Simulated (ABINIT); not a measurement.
An input for ABINIT 10.8.3 (PtSe2 (P-3m1)):

```
acell 3*1.0 Angstrom
rprim 
  3.717306547987 0.000000000003 0.000000000000
  -1.858653273996 3.219281904210 0.000000000000
  0.000000000000 0.000000000000 5.820074020000
ntypat 2
znucl 78 34
natom 3
typat 1 2 2
xred 
  0.000000000000 0.000000000000 0.000000000000
  0.666666666667 0.333333333333 0.774611840000
  0.333333333333 0.666666666667 0.225388160000
pp_dirpath "pseudos"
pseudos "Pt.upf, Se.upf"
ecut 48
ngkpt 3 3 2
nshiftk 1
shiftk 0 0 0
kptopt 1
chksymbreak 0
istwfk *1
occopt 1
irdwfk 1
optdriver 4
nband 113
gwcalctyp 27
ecutsigx 48
symsigma 0
nkptgw 6
kptgw 
  0.0000000000 0.0000000000 0.0000000000
  0.3333333333 0.0000000000 0.0000000000
  0.3333333333 0.3333333333 0.0000000000
  0.0000000000 0.0000000000 0.5000000000
  0.3333333333 0.0000000000 0.5000000000
  0.3333333333 0.3333333333 0.5000000000
bdgw 
  25 39
  25 39
  25 39
  25 39
  25 39
  25 39
ecuteps 4
irdscr 1
irdqps 1
rhoqpmix 0.3
indata_prefix "in"
outdata_prefix "out"
tmpdata_prefix "tmp"
```

```sh
OMP_NUM_THREADS=1 mpirun -n 4 abinit run.abi > log
```

Question: How long will it take on 4 MPI ranks of Arm Neoverse V2, shared host, and how much memory?

It took 28 s; on shared hardware allow 14 s to 56 s. Peak host memory was 1.6 GiB.

[Paths, hosts, dates, memory and timing lines, banners, echoed tables and standing remarks are left out of the program output.]

[Logs are printed without paths, hosts, clocks, repeated set-up lines and the standing remarks that a program may print on its own settings, such as how far it seeks lower states.]

[Runs of the session that timed out or met a known fault of the program may be left out.]

[Hosts, paths, dates, database ids (printed as entryN), source tags and the programs' standing remarks are cut or masked in the printed files.]

[G0W0 gaps are taken among the corrected bands and points alone; a level outside them can change the order at an edge.]

[Where Ansatz stands beside ABINIT at settings called matched, ABINIT's density can come from a denser mesh and the files from another edition; pairs whose starting gaps differed by over 0.03 eV were left out, so agreement reads better than it is.]
